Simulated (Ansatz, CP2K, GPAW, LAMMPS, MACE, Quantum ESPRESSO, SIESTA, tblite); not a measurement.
# How far do other methods lie from plane waves? Liquid Al56Cu44 (at. %) at 1700 K (71 atoms)

Aim: forces, pressure of liquid Al56Cu44 (at. %) at 1700 K (71 atoms) at one geometry, from other programs and methods, against plane-wave PBE.

Results are calculated, not measured.

In doubt: a PseudoDojo file used here is known to give poor structures and forces (SIESTA), which bears on pressures, cells, forces and phonons.

### 1. The structure

The cell holds 71 atoms (40 Al and 31 Cu), with edges of 10.68, 10.68 and 10.68 Å. Recipe: 71 atoms (40 Al, 31 Cu) placed at random at 4.38 g/cm³, melted at 1800 K for 10 ps at fixed volume with the EAM Al-Cu potential (Cai and Ye, Phys. Rev. B 54, 8398 (1996)). Snapshot at the end of a hold of 10 ps at 1700 K and zero pressure. The density is 4.15 g/cm³.

### 2. The reference input

Quantum ESPRESSO 7.5: Kohn-Sham DFT, PBE, SSSP efficiency 1.3.0 pseudopotentials, plane waves. Its input, pw.in:

```
&control
  calculation = 'scf'
  pseudo_dir = './pseudo'
  outdir = './tmp'
  disk_io = 'none'
  tprnfor = .true.
  tstress = .true.
/
&system
  ibrav = 0
  nat = 71
  ntyp = 2
  ecutwfc = 60
  ecutrho = 480
  nosym = .true.
  occupations = 'smearing'
  smearing = 'fd'
  degauss = 0.003675
/
&electrons
  conv_thr = 3.5e-07
  electron_maxstep = 100
  mixing_beta = 0.2
  mixing_mode = 'local-TF'
  diagonalization = 'david'
/
ATOMIC_SPECIES
Al 26.982 Al.upf
Cu 63.546 Cu.upf
CELL_PARAMETERS angstrom
10.68344 0.00000 0.00000
0.00000 10.68344 0.00000
0.00000 0.00000 10.68344
ATOMIC_POSITIONS crystal
Al 0.77724 0.12607 0.40548
Al 0.98269 0.22854 0.57384
Al 0.59945 0.77379 0.99601
Al 0.42052 0.31034 0.62648
[... 65 atom lines left out ...]
Cu 0.60746 0.20036 0.01815
Cu 0.13816 0.25135 0.99279
K_POINTS gamma
```

```console
$ OMP_NUM_THREADS=1 mpirun -np 4 pw.x -in pw.in > output.txt
```

Run time: 4.8 min. Hardware: 4 MPI ranks of Arm Neoverse V2, shared host; peak memory 4.6 GiB; 19 min of CPU time.

It converged with an r.m.s. force component of 0.97 eV/Å and a pressure of -1.9 GPa.

### 3. What was run beside it

- CP2K 2026.2: Gaussian basis with GTH pseudopotentials and a plane-wave density; labels give functional, basis (MOLOPT sets; SR short-range, UZH the newer set with its own potentials), grid cutoff/relative cutoff and solver (OT: orbital transformation; TRS4, TC2, SIGN: linear-scaling purification with its sparsity filter), or its built-in tight binding.
- GPAW 26.7.0: PAW with atomic orbitals (LCAO), plane waves or a real-space grid of spacing h.
- MACE: machine-learned potential, published weights.
- Quantum ESPRESSO 7.5: plane waves; labels (QE) give functional, pseudopotential set and cutoffs of waves/density.
- SIESTA 5.4.2: numerical atomic orbitals, whose automatically made sets are far from complete, with PseudoDojo norm-conserving potentials that we converted to its format (checked against plane waves on the same files for H, C, O, Si, Ge and Ca alone); labels give functional, basis size, energy shift and mesh cutoff.
- tblite 0.8.0: extended tight binding, driven from Python.

All use the same cell and atoms, and the electronic-structure runs the same k-mesh.

### 4. All runs compared

Differences are against the reference: forces as r.m.s. over components, share as that over the reference's r.m.s. force, slope as the fitted ratio of a run's forces to the reference's.

| run | Δ force, r.m.s. (meV/Å) | share (%) | slope | Δ pressure (GPa) | cores | CPU time | memory (GiB) |
| --- | --- | --- | --- | --- | --- | --- | --- |
| reference | - | - | - | - | 4 | 19 min | 4.6 |
| CP2K PBE+D3(BJ), DZVP-MOLOPT-SR, 800/50 Ry, diagonalisation | 33.1 | 3.42 | 0.999 | -2.87 | 4 | 10 min | 7.5 |
| CP2K PBE, DZVP-MOLOPT-SR, 1120/50 Ry, diagonalisation | 32.6 | 3.37 | 1.001 | 0.500 | 4 | 12 min | 9.6 |
| CP2K PBE, DZVP-MOLOPT-SR, 280/50 Ry, diagonalisation (coarse) | 884 | 91.3 | 1.113 | 2.02 | 2 | 7.4 min | 1.4 |
| CP2K PBE, DZVP-MOLOPT-SR, 800/50 Ry, diagonalisation | 32.7 | 3.37 | 1.001 | 0.500 | 4 | 11 min | 7.4 |
| CP2K PBE, DZVP-MOLOPT-SR, 800/70 Ry, diagonalisation | 32.7 | 3.37 | 1.001 | 0.500 | 4 | 14 min | 7.4 |
| CP2K PBE, SZV-MOLOPT-SR, 800/50 Ry, diagonalisation (coarse) | 212 | 21.9 | 1.114 | 6.02 | 2 | 5.1 min | 4.8 |
| GPAW PBE, LCAO dzp, h 0.2 Å | 53.2 | 5.49 | 1.037 | - | 1 | 6.3 min | 1.5 |
| GPAW PBE, LCAO dzp, h 0.28 Å (coarse) | 54.0 | 5.58 | 1.038 | - | 1 | 3.3 min | 0.81 |
| GPAW PBE, plane waves 450 eV | 14.8 | 1.53 | 1.006 | -0.964 | 2 | 8.3 min | 1.5 |
| GPAW revPBE, LCAO dzp, h 0.2 Å | 89.6 | 9.26 | 1.065 | - | 1 | 6.3 min | 1.5 |
| MACE MP-0b2 small potential | 169 | 17.4 | 0.955 | -1.43 | 1 | 6.1 s | 0.67 |
| MACE MP-0b3 medium potential | 158 | 16.3 | 1.014 | -0.0695 | 1 | 7 s | 0.9 |
| MACE MPA-0 medium potential | 126 | 13.0 | 0.963 | 0.730 | 1 | 7 s | 0.9 |
| QE PBE, sssp-1.3.0-efficiency, 25/200 Ry (coarse) | 39.4 | 4.07 | 0.984 | -41.7 | 2 | 6.2 min | 1.3 |
| SIESTA PBE, DZP, shift 0.01 Ry, mesh 150 Ry (coarse) | 78.6 | 8.12 | 1.053 | -0.932 | 2 | 3.6 min | 0.89 |
| SIESTA PBE, DZP, shift 0.01 Ry, mesh 500 Ry | 75.0 | 7.74 | 1.052 | -1.07 | 2 | 17 min | 2.8 |
| SIESTA PBE, SZP, shift 0.01 Ry, mesh 500 Ry (coarse) | 224 | 23.1 | 1.164 | 0.974 | 2 | 13 min | 2.4 |
| tblite IPEA1-xTB | 580 | 59.9 | 0.799 | 21.0 | 1 | 8 s | 0.15 |

Rows marked coarse were listed beforehand as settings not expected to be converged; some can still land near the reference.

Times of the machine-learned potentials are mostly Python's start and the loading of weights.

Runs without a result: CP2K GFN1-xTB, diagonalisation (not converged); tblite GFN2-xTB (not converged).

CPU time is summed over cores on shared hosts, so it is rough.

### 5. Findings

Forces lie from 1.5 % (GPAW PBE, plane waves 450 eV) to 91 % (CP2K PBE, DZVP-MOLOPT-SR, 280/50 Ry, diagonalisation, coarse) of the reference's r.m.s. force of 0.97 eV/Å away from it. Other PBE runs on plane waves or a grid: GPAW PBE, plane waves 450 eV 1.5 % of the r.m.s. force; the reference has errors of its own, so differences under a few per cent don't tell which side is nearer the exact PBE result. The PBE runs in local orbitals, coarse settings apart, differ by 3.4 % (CP2K PBE, DZVP-MOLOPT-SR, 1120/50 Ry, diagonalisation) to 7.7 % (SIESTA PBE, DZP, shift 0.01 Ry, mesh 500 Ry); basis, grid and potentials can all enter. Tight binding differs by 60 % (tblite IPEA1-xTB); it is another model, with fitted parameters of its own, and the xTB methods hold dispersion.

Machine-learned potentials differ by 13 % (MACE MPA-0 medium potential) to 17 % (MACE MP-0b2 small potential); they were trained on other programs' data. Rows with another functional or a dispersion term differ by 3.4 % (CP2K PBE+D3(BJ), DZVP-MOLOPT-SR, 800/50 Ry, diagonalisation) to 9.3 % (GPAW revPBE, LCAO dzp, h 0.2 Å), which mixes the change of model with differences of basis and potentials. IPEA1-xTB was fitted to ionisation energies and electron affinities, not to forces or charges. Runs with settings chosen to be coarse differ by 4.1 % (QE PBE, sssp-1.3.0-efficiency, 25/200 Ry) to 91 % (CP2K PBE, DZVP-MOLOPT-SR, 280/50 Ry, diagonalisation), their programs' other errors included. SIESTA PBE, SZP, shift 0.01 Ry, mesh 500 Ry stiffens the forces by a factor of 1.16 while following their directions (correlation 0.990); the slopes of the 3 SIESTA runs lie between 1.05 and 1.16. From CP2K PBE, DZVP-MOLOPT-SR, 280/50 Ry, diagonalisation to the finer CP2K PBE, DZVP-MOLOPT-SR, 1120/50 Ry, diagonalisation the share falls from 91 to 3.4 %. From GPAW PBE, LCAO dzp, h 0.28 Å to the finer GPAW PBE, LCAO dzp, h 0.2 Å the share goes from 5.58 to 5.49 %, so the grid isn't what parts these runs from the reference. Pressures at PBE, coarse settings apart, lie -1.07 to +0.50 GPa from the reference's. A pressure off by over 25 GPa (QE PBE, sssp-1.3.0-efficiency, 25/200 Ry) is no usable stress for this cell.

**Limits.** Periodic xTB results under one method name differ between programs and library versions. The potentials hold different valence shells: 461 electrons in the reference, 709 in SIESTA; this bears on time and differences. The reference's pressure holds the uncorrected Pulay stress of its 60 Ry basis, so small pressure differences may be the reference's own error. A potential file of the SIESTA runs is in doubt, which bears on their forces and pressure. The frame stands for 1700 K, but pressures are static and levels are smeared at 580 K, under the temperature of the frame, which matters where levels are partly filled. The electron count is odd in these runs, and they have no spin polarisation, so the unpaired electron is spread evenly over both spins. Machine-learned potentials mimic data converged in k, so the reference's own k-point error enters their differences. The network of bonds at the start is that of the classical potential that made the cell, and needn't be the one that DFT or experiment would give. The electron count is odd and the run has no spin polarisation, so levels at the top are partly filled by construction. The electronic-structure runs sample only Γ, in a cell whose shortest periodic width is 11 Å, which is coarse for a cell with partly filled levels. Where levels are smeared, the DFT runs use Fermi–Dirac occupations at 580 K (0.05 eV), and energies are free energies. The reference's cutoffs and mesh weren't converged further here.

[Logs are printed without paths, hosts, clocks, repeated set-up lines and the standing remarks that a program may print on its own settings, such as how far it seeks lower states.]

[Hosts, paths, dates, database ids (printed as entryN), source tags and the programs' standing remarks are cut or masked in the printed files.]

[Cells were taken only where this reference lay near another plane-wave run.]
